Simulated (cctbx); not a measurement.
# Accept or mend?

Cell a = 9.0220 Å, b = 9.2720 Å, c = 6.5830 Å, α = 90.00°, β = 93.47°, γ = 90.00°; space group C2/c (no. 15).

Simulated single-crystal data (cctbx): Mo Kα, λ = 0.71073 Å, to d = 0.77 Å, 95 % of the full sphere, strongest reflection 70000 counts, noise from counting, a 2 % proportional error and a noise floor of 2 counts (s.d.); no absorption.

An anisotropic refinement with weights 1/σ² prints:

```text
Rint 0.017, 635 unique reflections to 0.77 A
cycle     R1     wR2    GooF  max shift (A)
   1  0.0912  0.2818  16.001   0.10269
   3  0.0593  0.1666   9.459   0.00019
final R1 0.0593 wR2 0.1666 GooF 9.459  parameters 43  data/parameter 14.8
atom        x        y        z      Ueq    occ   su(xyz)  su(Uiso or U11)
Ir1    0.25000  0.75000  0.50000   0.0092  1.000  0.00000  0.0006
Cd1    0.18590  0.92697  0.88173   0.0137  1.000  0.00021  0.0008
Cd2    0.50000  0.10416  0.75000   0.0156  1.000  0.00022  0.0013
Cu1    0.50000  0.30570  0.25000   0.0080  1.000  0.00032  0.0015
O1     0.35387  0.07339  0.08103   0.0176  1.000  0.00242  0.0079
O2     0.79515  0.81393  0.28786   0.0300  1.000  0.00265  0.0120
difference map: max 16.65 min -3.38 rms 0.96
Q1    0.0495  0.1597  0.0339    8   17.13  1.92 A from Cu1
Q2    0.2500  0.2500  0.0000    4    5.32  0.00 A from Ir1
Q3    0.0000  0.4102  0.2500    4    3.32  0.13 A from Cd2
Q4    0.0000  0.1753  0.7500    4    3.13  0.18 A from Cu1
Q5    0.1807  0.0547  0.3691    8    3.03  0.19 A from Cd1
Q6    0.2386  0.1743  0.7049    8    3.03  0.33 A from O2
```

Q: Accept it or mend it, and why?

Mend it. The fault: an atom left out, O at (0.4508, 0.3401, 0.9653). Against the right model at the same level, R1 goes from 0.0064 to 0.0593 and GooF from 0.92 to 9.46 and the top difference peak, 17.1 e/Å³, lies 1.92 Å from Cu1. Q1 is the missing atom. With scattering power missing, scale and phases suffer, so peaks may also grow on the heavy atoms.

The compound is Cd3CuIrO6. The right model at the same level gives:

```text
Rint 0.017, 635 unique reflections to 0.77 A
cycle     R1     wR2    GooF  max shift (A)
   1  0.0574  0.1825  10.442   0.02417
   2  0.0064  0.0160   0.915   0.00011
final R1 0.0064 wR2 0.0160 GooF 0.915  parameters 52  data/parameter 12.2
atom        x        y        z      Ueq    occ   su(xyz)  su(Uiso or U11)
Ir1    0.25000  0.75000  0.50000   0.0107  1.000  0.00000  0.0001
Cd1    0.18567  0.92716  0.88161   0.0151  1.000  0.00002  0.0001
Cd2    0.50000  0.10402  0.75000   0.0170  1.000  0.00002  0.0001
Cu1    0.50000  0.30614  0.25000   0.0094  1.000  0.00003  0.0001
O1     0.35782  0.07105  0.08297   0.0204  1.000  0.00024  0.0008
O2     0.78432  0.81214  0.28937   0.0246  1.000  0.00025  0.0009
O3     0.45055  0.34005  0.96542   0.0157  1.000  0.00020  0.0006
difference map: max 0.39 min -0.35 rms 0.10
Q1    0.1319  0.4222  0.5213    8    0.40  1.55 A from O1
Q2    0.2291  0.4467  0.4706    8    0.34  1.22 A from Cd1
Q3    0.0861  0.0617  0.3950    8    0.33  0.91 A from Cd1
Q4    0.0300  0.4262  0.3357    8    0.32  0.67 A from Cd2
Q5    0.1458  0.1177  0.2827    8    0.31  0.84 A from Cd1
Q6    0.2603  0.0087  0.3845    8    0.31  0.90 A from Cd1
```

Isotropic U is held between 0.0001 and 1 Å² by the program, and listed peak heights are interpolated, so they can pass the grid's maximum.

The model is made up (kin elements in a known structure type, no relaxation), so it says nothing on whether the phase exists.

[Middle refinement cycles are left out of these outputs.]

[Logs are printed without paths, hosts, clocks, repeated set-up lines and the standing remarks that a program may print on its own settings, such as how far it seeks lower states.]
